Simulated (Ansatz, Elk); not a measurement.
**Bonding as seen by X-rays: RuS**

Structure refinements treat a crystal as free atoms side by side. For a made-up structure of RuS (cell and positions from a r2SCAN relaxation) the runs below show what the calculated density changes in F(hkl).

Program: Elk 11.2.3 (patched build). Level of theory: DFT, PBE, all-electron APW+lo, Dirac cores, scalar-relativistic bands, static density, no spin. Results are calculated unless marked as measured.

The structure was built from a prototype and need not be the compound's stable phase.

## (1) The structure

It takes space group P-62m (No. 189, hexagonal). Conventional cell: a = 6.109 Å, b = 6.109 Å, c = 2.911 Å, α = 90.00°, β = 90.00°, γ = 120.00°. Nearest to Ru lie 3 S at 2.20 Å. Nearest to Ru lie 6 S at 2.44 Å. Nearest to S lie 5 Ru at 2.20 to 2.44 Å. Farther neighbours and most contacts between anions are not listed.

As a file:

```cif
data_structure
_symmetry_space_group_name_H-M 'P 1'
_symmetry_Int_Tables_number 1
_cell_length_a 6.1089
_cell_length_b 6.1089
_cell_length_c 2.9112
_cell_angle_alpha 90.000
_cell_angle_beta 90.000
_cell_angle_gamma 120.000
_cell_volume 94.08
loop_
_atom_site_label
_atom_site_type_symbol
_atom_site_fract_x
_atom_site_fract_y
_atom_site_fract_z
_atom_site_occupancy
Ru1 Ru 0.00000 0.00000 0.00000 1
Ru2 Ru 0.33333 0.66667 0.50000 1
Ru3 Ru 0.66667 0.33333 0.50000 1
S4 S 0.00000 0.35992 0.00000 1
S5 S 0.35992 0.00000 0.00000 1
S6 S 0.64008 0.64008 0.00000 1
```

## (2) Ground state and structure factors

An all-electron density is needed, since X-rays see the cores too. Task 0 finds the density and task 195 Fourier-transforms it; tshift is off so that phases refer to the origin typed.

File elk.in:

```
tasks
  0
  195

xctype
  20

spinpol
  .false.

rgkmax
  7.0

gmaxvr
  14.0

lmaxo
  7

lmaxapw
  8

swidth
  0.002

tshift
  .false.

ramdisk
  .false.

hmaxvr
  5.5

maxscl
  120

epspot
  1e-06

sppath
  './'

avec
  11.54407389628 0.00000000000 0.00000000000
  -5.77203694814 9.99746125734 0.00000000000
  0.00000000000 0.00000000000 5.50131970635

atoms
  2
  'Ru.in'
  3
  0.0000000000 -0.0000000000 0.0000000000   0.000000 0.000000 0.000000
  0.3333333333 0.6666666667 0.5000000000   0.000000 0.000000 0.000000
  0.6666666667 0.3333333333 0.5000000000   0.000000 0.000000 0.000000
  'S.in'
  3
  0.0000000000 0.3599156109 0.0000000000   0.000000 0.000000 0.000000
  0.3599156109 -0.0000000000 0.0000000000   0.000000 0.000000 0.000000
  0.6400843891 0.6400843891 0.0000000000   0.000000 0.000000 0.000000

ngridk
  4 4 8
```

Command:

```console
OMP_NUM_THREADS=4 elk
```

Numbers of over 12 decimals in the logs are rounded to 6 here.

The log of the run:

```text
┌─────────────────────────┐
│ Elk code version 11.2.3 │
└─────────────────────────┘

All units are atomic (Hartree, Bohr, etc.)

┌─────────────────────────────────────────────────┐
│ Ground-state run starting from atomic densities │
└─────────────────────────────────────────────────┘

Lattice vectors :
   11.54407390       0.000000000       0.000000000
  -5.772036948       9.997461257       0.000000000
   0.000000000       0.000000000       5.501319706

Reciprocal lattice vectors :
  0.5442779874      0.3142390426      -0.000000000
   0.000000000      0.6284780851       0.000000000
   0.000000000      -0.000000000       1.142123280

Unit cell volume      :    634.9151826
Brillouin zone volume :   0.3906824411

Muffin-tin inner radius fraction :   0.1000000000E-01

Nuclei treated as point charges

Species : 1 (Ru)
 parameters loaded from : Ru.in
 name : ruthenium
 nuclear charge    :   -44.00000000
 electronic charge :    44.00000000
 atomic mass :    184239.3393
 muffin-tin radius :    2.223483388
 number of radial points in muffin-tin :   1193
 inner part over the whole radius :   0.9885334388E-02
 number on inner part of muffin-tin    :    845
 approximate nuclear radius :   0.8462081736E-04
 number of mesh points to nuclear radius :    426
 atomic positions (lattice), magnetic fields (Cartesian) :
  1 :   0.00000000  0.00000000  0.00000000    0.00000000  0.00000000  0.00000000
  2 :   0.33333333  0.66666667  0.50000000    0.00000000  0.00000000  0.00000000
  3 :   0.66666667  0.33333333  0.50000000    0.00000000  0.00000000  0.00000000

Species : 2 (S)
 parameters loaded from : S.in
 name : sulphur
 nuclear charge    :   -16.00000000
 electronic charge :    16.00000000
 atomic mass :    58450.91931
 muffin-tin radius :    1.881409021
 number of radial points in muffin-tin :    793
 inner part over the whole radius :   0.9979707704E-02
 number on inner part of muffin-tin    :    552
 approximate nuclear radius :   0.6195814986E-04
 number of mesh points to nuclear radius :    253
 atomic positions (lattice), magnetic fields (Cartesian) :
  1 :   0.00000000  0.35991561  0.00000000    0.00000000  0.00000000  0.00000000
  2 :   0.35991561  0.00000000  0.00000000    0.00000000  0.00000000  0.00000000
  3 :   0.64008439  0.64008439  0.00000000    0.00000000  0.00000000  0.00000000

Total number of atoms per unit cell :    6
Total muffin-tin volume :    221.8247756
 ratio of muffin-tin to unit cell volume :   0.3493770219

Spin treatment :
 spin-unpolarised

Number of Bravais lattice symmetries :   24
Number of crystal symmetries         :   12
Crystal has no inversion symmetry
Complex Hermitian eigensolver will be used

k-point grid :      4     4     8
k-point offset :    0.000000000       0.000000000       0.000000000
k-point set is reduced with full crystal symmetry group
Total number of k-points :       25

Muffin-tin radius times maximum |G+k| :    7.000000000
 using average radius
Maximum |G+k| for APW functions       :    3.410564421
Maximum (1/2)|G+k|²                   :    5.815974834
Maximum |G| for potential and density :    14.00000000
Constant for pseudocharge density :    8
 order of it for each species :   15  15
 order of it for pair densities of each species (exact exchange by exxq0 0: 16) :   11   7
Radial integration step length :    1

G-vector grid sizes :     54    54    25
Number of G-vectors :    29437

Maximum angular momentum used for
 APW functions            :    8
 outer part of muffin-tin :    7
 inner part of muffin-tin :    2

Total nuclear charge    :   -180.0000000
Total core charge       :    114.0000000
Total valence charge    :    66.00000000
Total excess charge     :    0.000000000
Total electronic charge :    180.0000000

Effective Wigner radius, rₛ :   0.9443178507

Number of empty states         :     24
Total number of valence states :     58
Total number of core states    :    114

Third-order local-orbitals added for an l without core states : T
Total number of local-orbitals :     69

[...]
Hartree                     :      4382.4466674142
 Madelung                    :     -17897.722896530
 xc potential                :     -610.64696401820
 exchange                    :     -468.75626566201
 correlation                 :     -8.951438
 electron entropic           :    -0.26061646491201E-02
 total energy                :     -14795.409663784

Density of states at Fermi energy :    201.0443280
 (states/Hartree/unit cell)

Estimated indirect band gap :   0.1806680178E-02
 from k-point 7 to k-point 7
Estimated direct band gap   :   0.1806680178E-02
 at k-point 7

Charges :
 core                        :    114.0000000
 valence                     :    66.00000000
 interstitial                :    14.87742220
 muffin-tins (core leakage)
  species : 1 (Ru)
[...]
species : 2 (S)
[...]
total in muffin-tins        :    165.1225778
 total calculated charge     :    179.9979423
 total charge                :    180.0000000
 error                       :   0.2057654373E-02

RMS change in Kohn-Sham potential (target) :   0.3469353669     (  0.1000000000E-05)
Absolute change in total energy (target)   :   0.1972853204     (  0.1000000000E-03)

[... loops 3 to 16 left out ...]

┌──────────────────┐
│ Loop number : 17 │
└──────────────────┘

Energies :
 Fermi                       :     0.384693
 sum of occupied eigenvalues :     -8766.0354924103
 electron kinetic            :      15347.733825956
 core electron kinetic       :      14915.972136497
 Coulomb                     :     -29662.211123034
 Coulomb potential           :     -23490.481581960
 nuclear-nuclear             :     -1800.9684426007
 electron-nuclear            :     -32272.053122278
 Hartree                     :      4410.8104418449
 Madelung                    :     -17916.970332054
 xc potential                :     -623.28773640669
 exchange                    :     -469.66506106151
 correlation                 :     -8.955695
 electron entropic           :    -0.24573939841426E-02
 total energy                :     -14793.100510895

Density of states at Fermi energy :    190.8865848
 (states/Hartree/unit cell)

Estimated indirect band gap :   0.1081132735E-02
 from k-point 18 to k-point 22
Estimated direct band gap   :   0.4112253499E-02
 at k-point 12

Charges :
 core                        :    114.0000000
 valence                     :    66.00000000
 interstitial                :    14.02419783
 muffin-tins (core leakage)
  species : 1 (Ru)
[...]
species : 2 (S)
[...]
total in muffin-tins        :    165.9758022
 total calculated charge     :    179.9979300
 total charge                :    180.0000000
 error                       :   0.2069982473E-02

RMS change in Kohn-Sham potential (target) :   0.3748123562E-06 (  0.1000000000E-05)
Absolute change in total energy (target)   :   0.5772703298E-04 (  0.1000000000E-03)

Convergence targets achieved

┌──────────────────┐
│ Loop number : 18 │
└──────────────────┘

Energies :
 Fermi                       :     0.384693
 sum of occupied eigenvalues :     -8766.0354935182
 electron kinetic            :      15347.733827963
 core electron kinetic       :      14915.972138368
 Coulomb                     :     -29662.211126144
 Coulomb potential           :     -23490.481580824
 nuclear-nuclear             :     -1800.9684426007
 electron-nuclear            :     -32272.053129479
 Hartree                     :      4410.8104459365
 Madelung                    :     -17916.970335731
 xc potential                :     -623.28774065676
 exchange                    :     -469.66506118971
 correlation                 :     -8.955695
 electron entropic           :    -0.24573937505406E-02
 total energy                :     -14793.100512130

Density of states at Fermi energy :    190.8865659
 (states/Hartree/unit cell)

Estimated indirect band gap :   0.1081121263E-02
 from k-point 18 to k-point 22
Estimated direct band gap   :   0.4112252122E-02
 at k-point 12

Charges :
 core                        :    114.0000000
 valence                     :    66.00000000
 interstitial                :    14.02419763
 muffin-tins (core leakage)
  species : 1 (Ru)
[...]
species : 2 (S)
   atom 1                    :    13.51636524     (  0.5795294885E-03)
   atom 2                    :    13.51636524     (  0.5795294885E-03)
   atom 3                    :    13.51636524     (  0.5795294885E-03)
 total in muffin-tins        :    165.9758024
 total calculated charge     :    179.9979300
 total charge                :    180.0000000
 error                       :   0.2069982573E-02

┌──────────────────────────────┐
│ Self-consistent loop stopped │
└──────────────────────────────┘

Warning : core states of species 2 leak from the muffin-tin :   0.5795294885E-03

Wrote STATE.OUT
```

Elapsed: 47 s, on 4 threads of AMD EPYC 7R32 (Zen 2), shared host; peak memory 0.22 GiB; 2.3 min of CPU time.

SFACRHO.OUT:

```text

h k l indices transformed by vhmat matrix:
   1.000000000       0.000000000       0.000000000    
   0.000000000       1.000000000       0.000000000    
   0.000000000       0.000000000       1.000000000    

      h      k      l  multipl.   |H|            Re(F)            Im(F)           |F|

      0      0      0      1   0.0000000       180.00000      0.57942289E-15   180.00000    
      1      0      0      6  0.62847809      -3.8871067     -0.44969153E-10   3.8871067    
     -1     -1      0      3   1.0885560       93.357040      -30.910897       98.341346    
      1      1      0      3   1.0885560       93.357040       30.910897       98.341346    
      0      0     -1      2   1.1421233     -0.80447103      0.22656322E-13  0.80447103    
     -2      2      0      6   1.2569562       7.1518869     -0.65565509E-13   7.1518869    
     -1      0     -1     12   1.3036220       67.235518     -0.21518096E-10   67.235518    
      2     -1      1      6   1.5777832      -47.832338      -25.856196       54.373481    
     -2      1     -1      6   1.5777832      -47.832338       25.856196       54.373481    
     -3      1      0      6   1.6627967      0.49733122      -6.8128735       6.8310017    
     -2      3      0      6   1.6627967      0.49733111       6.8128735       6.8310017    
      0      2     -1     12   1.6983476       69.919235     -0.59122173E-10   69.919235    
     -3      3      0      6   1.8854343       117.09970      0.59585244E-13   117.09970    
      2     -3      1     12   2.0172601       59.725527      -6.0668391       60.032867    
     -2     -1     -1     12   2.0172601       59.725527       6.0668391       60.032867    
     -2     -2      0      3   2.1771119       74.425524       19.707095       76.990442    
      2     -4      0      3   2.1771119       74.425524      -19.707095       76.990442    
      0      3     -1     12   2.2043838      -4.7637358      0.67185539E-12   4.7637358
```

Elk indexes on the primitive cell of elk.in and gives |H| = 4π sin θ/λ in inverse bohr. Below, one row stands for each form hkl of the conventional cell (m members, Friedel mates merged), F is for one primitive cell and the density is static (no thermal factor). Free-atom factors are Waasmaier and Kirfel's, and R is Σm||F|−|F'||/Σm|F|.

| hkl | m | sin θ/λ (Å⁻¹) | abs F, DFT | neutral atoms | diff. | abs of complex diff. |
| --- | --- | --- | --- | --- | --- | --- |
| 100 | 6 | 0.095 | 3.887 | 3.931 | -0.044 | 0.044 |
| 110 | 6 | 0.164 | 98.341 | 98.622 | -0.280 | 0.440 |
| 001 | 2 | 0.172 | 0.804 | 0.970 | -0.165 | 0.165 |
| 200 | 6 | 0.189 | 7.152 | 7.110 | +0.042 | 0.042 |
| 101 | 12 | 0.196 | 67.236 | 67.548 | -0.313 | 0.313 |
| 111 | 12 | 0.237 | 54.373 | 54.418 | -0.045 | 0.162 |
| 210 | 12 | 0.250 | 6.831 | 6.884 | -0.053 | 0.055 |
| 201 | 12 | 0.255 | 69.919 | 70.265 | -0.346 | 0.346 |
| 300 | 6 | 0.283 | 117.100 | 117.593 | -0.493 | 0.493 |
| 211 | 24 | 0.303 | 60.033 | 60.210 | -0.177 | 0.221 |
| 220 | 6 | 0.327 | 76.990 | 77.268 | -0.278 | 0.513 |
| 301 | 12 | 0.332 | 4.764 | 4.766 | -0.002 | 0.002 |
| 310 | 12 | 0.341 | 9.440 | 9.489 | -0.048 | 0.126 |
| 002 | 2 | 0.344 | 109.194 | 109.160 | +0.034 | 0.034 |

## (3) The highest occupied states alone

An energy window below the Fermi level keeps the highest occupied states, to see at which angles they scatter; shallow core shells can lie inside it and anion s states outside. No new self-consistency is needed.

elk.in: that of step 2 with these lines changed.

```diff
@@ -1,3 +1,2 @@
 tasks
-  0
   195
@@ -40,2 +39,5 @@
 
+wsfac
+  -0.166550 0.684690
+
 sppath
```

Command:

```console
OMP_NUM_THREADS=4 elk
```

The log of the run:

```text
┌─────────────────────────────────┐
│ Elk code version 11.2.3 started │
└─────────────────────────────────┘

Info(readinput): the functional depends on the density's gradient
 muffin-tin radial points multiplied by    2.00000
 (not where nrmtscf is given)

┌────────────────────┐
│ Current task : 195 │
└────────────────────┘
Info(checkmt): changed muffin-tin radius of species 1 (Ru) from   2.6000 to   2.2235
Info(checkmt): changed muffin-tin radius of species 2 (S) from   2.2000 to   1.8814

Info(sfacrho): density structure factors written to SFACRHO.OUT

 Energy window :  -0.1665500000      0.6846900000

┌──────────────────┐
│ Elk code stopped │
└──────────────────┘
```

Elapsed: 9 s, on 4 threads; peak memory 0.15 GiB.

States within 15 eV below the Fermi level hold 40.80 electrons; any levels below the window count with the cores, and a count that is not whole means the window cuts a band. Their amplitudes can exceed the total, where window and core parts have opposite phase:

| hkl | sin θ/λ (Å⁻¹) | abs F, window | abs F, all |
| --- | --- | --- | --- |
| 100 | 0.095 | 1.075 | 3.887 |
| 110 | 0.164 | 9.721 | 98.341 |
| 001 | 0.172 | 3.137 | 0.804 |
| 200 | 0.189 | 1.160 | 7.152 |
| 101 | 0.196 | 5.033 | 67.236 |
| 111 | 0.237 | 4.043 | 54.373 |
| 210 | 0.250 | 0.461 | 6.831 |
| 201 | 0.255 | 3.345 | 69.919 |
| 300 | 0.283 | 4.092 | 117.100 |
| 211 | 0.303 | 1.688 | 60.033 |

## (4) Another functional

The difference from free atoms is small, so it is set against the change that LDA (Perdew-Wang) makes.

elk.in: that of step 3 with these lines changed.

```diff
@@ -1,2 +1,3 @@
 tasks
+  0
   195
@@ -4,3 +5,3 @@
 xctype
-  20
+  3
 
@@ -39,5 +40,2 @@
 
-wsfac
-  -0.166550 0.684690
-
 sppath
```

Command:

```console
OMP_NUM_THREADS=4 elk
```

The log of the run:

```text
┌─────────────────────────┐
│ Elk code version 11.2.3 │
└─────────────────────────┘

All units are atomic (Hartree, Bohr, etc.)

┌─────────────────────────────────────────────────┐
│ Ground-state run starting from atomic densities │
└─────────────────────────────────────────────────┘

Lattice vectors :
   11.54407390       0.000000000       0.000000000
  -5.772036948       9.997461257       0.000000000
   0.000000000       0.000000000       5.501319706

Reciprocal lattice vectors :
  0.5442779874      0.3142390426      -0.000000000
[...]
muffin-tins (core leakage)
  species : 1 (Ru)
[...]
species : 2 (S)
[...]
atom 2                    :    13.50945112     (  0.5832811929E-03)
   atom 3                    :    13.50945112     (  0.5832811929E-03)
 total in muffin-tins        :    165.9469147
 total calculated charge     :    179.9979242
 total charge                :    180.0000000
 error                       :   0.2075782391E-02

┌──────────────────────────────┐
│ Self-consistent loop stopped │
└──────────────────────────────┘

Warning : core states of species 2 leak from the muffin-tin :   0.5832811929E-03

Wrote STATE.OUT
[key lines of the parts left out:]
total energy                :     -14776.273587192
```

The job ended after 33 s (4 threads; peak memory 0.17 GiB).

Against the first run R = 0.05 %; the largest change is -0.053 at 304.

## (5) Basis size

A smaller basis shows how fast F responds to it; the change is likely larger than the basis error of the first run, but doesn't show convergence.

elk.in: that of step 4 with these lines changed.

```diff
@@ -5,3 +5,3 @@
 xctype
-  3
+  20
 
@@ -11,3 +11,3 @@
 rgkmax
-  7.0
+  5.5
```

Command:

```console
OMP_NUM_THREADS=4 elk
```

The log of the run:

```text
┌─────────────────────────┐
│ Elk code version 11.2.3 │
└─────────────────────────┘

All units are atomic (Hartree, Bohr, etc.)

┌─────────────────────────────────────────────────┐
│ Ground-state run starting from atomic densities │
└─────────────────────────────────────────────────┘

Lattice vectors :
   11.54407390       0.000000000       0.000000000
  -5.772036948       9.997461257       0.000000000
   0.000000000       0.000000000       5.501319706

Reciprocal lattice vectors :
  0.5442779874      0.3142390426      -0.000000000
[...]
muffin-tins (core leakage)
  species : 1 (Ru)
[...]
species : 2 (S)
[...]
atom 2                    :    13.47663712     (  0.5761990410E-03)
   atom 3                    :    13.47663712     (  0.5761990410E-03)
 total in muffin-tins        :    165.5883395
 total calculated charge     :    179.9979939
 total charge                :    180.0000000
 error                       :   0.2006093089E-02

┌──────────────────────────────┐
│ Self-consistent loop stopped │
└──────────────────────────────┘

Warning : core states of species 2 leak from the muffin-tin :   0.5761990410E-03

Wrote STATE.OUT
[key lines of the parts left out:]
total energy                :     -14792.843575666
```

Elapsed: 32 s, on 4 threads; peak memory 0.21 GiB; 89 s of CPU time.

Against the first run R = 0.06 %; the largest change is +0.122 at 302.

## (6) Settings against the effect

| run | R against the first run (%) | R against neutral atoms, low angle (%) | wall time |
| --- | --- | --- | --- |
| PBE, rgkmax 7 | 0.00 | 0.39 | 47 s |
| LDA (Perdew-Wang) | 0.05 | 0.40 | 33 s |
| rgkmax 5.5 | 0.06 | 0.48 | 32 s |

## (7) What came out

```json
{"R against neutral atoms, sin θ/λ < 0.3 Å⁻¹": "0.39 %", "R against neutral atoms, 0.3 to 0.83 Å⁻¹": "0.23 %"}
```

In words: Independent neutral atoms miss the calculated amplitudes by R = 0.39 % below 0.3 Å⁻¹ and 0.23 % from there to 0.83 Å⁻¹; by shells, 1.12 % below 0.15 Å⁻¹ (1 form), 0.38 % 0.15 to 0.3 (8 forms), 0.39 % 0.3 to 0.45 (17 forms), 0.20 % above 0.45 (89 forms). Bonding, aspherical density and the tables' own atoms all enter these figures, and the runs don't part them. The largest change of an amplitude is -0.49 electrons, at 300. R counts amplitudes alone; phases shift too. Weak lines can change much in proportion: 001 goes from 0.97 to 0.80. The window's part falls from 40.8 electrons at the origin to at most 0.47 between 0.45 and 0.83 Å⁻¹. Below 0.3 Å⁻¹ the changes that finished (LDA (Perdew-Wang) and rgkmax 5.5) move F by R = 0.09 % at most, against the 0.39 % that separates it from free atoms. The k-mesh has no finished test. These runs have no spin, though d or f shells may be open. Part of the difference isn't bonding: the tables are fits to free atoms and ions calculated by other methods than this functional. Thermal motion, anomalous dispersion and extinction are left out.

[Logs are printed without paths, hosts, clocks, repeated set-up lines and the standing remarks that a program may print on its own settings, such as how far it seeks lower states.]

[Hosts, paths, dates, database ids (printed as entryN), source tags and the programs' standing remarks are cut or masked in the printed files.]
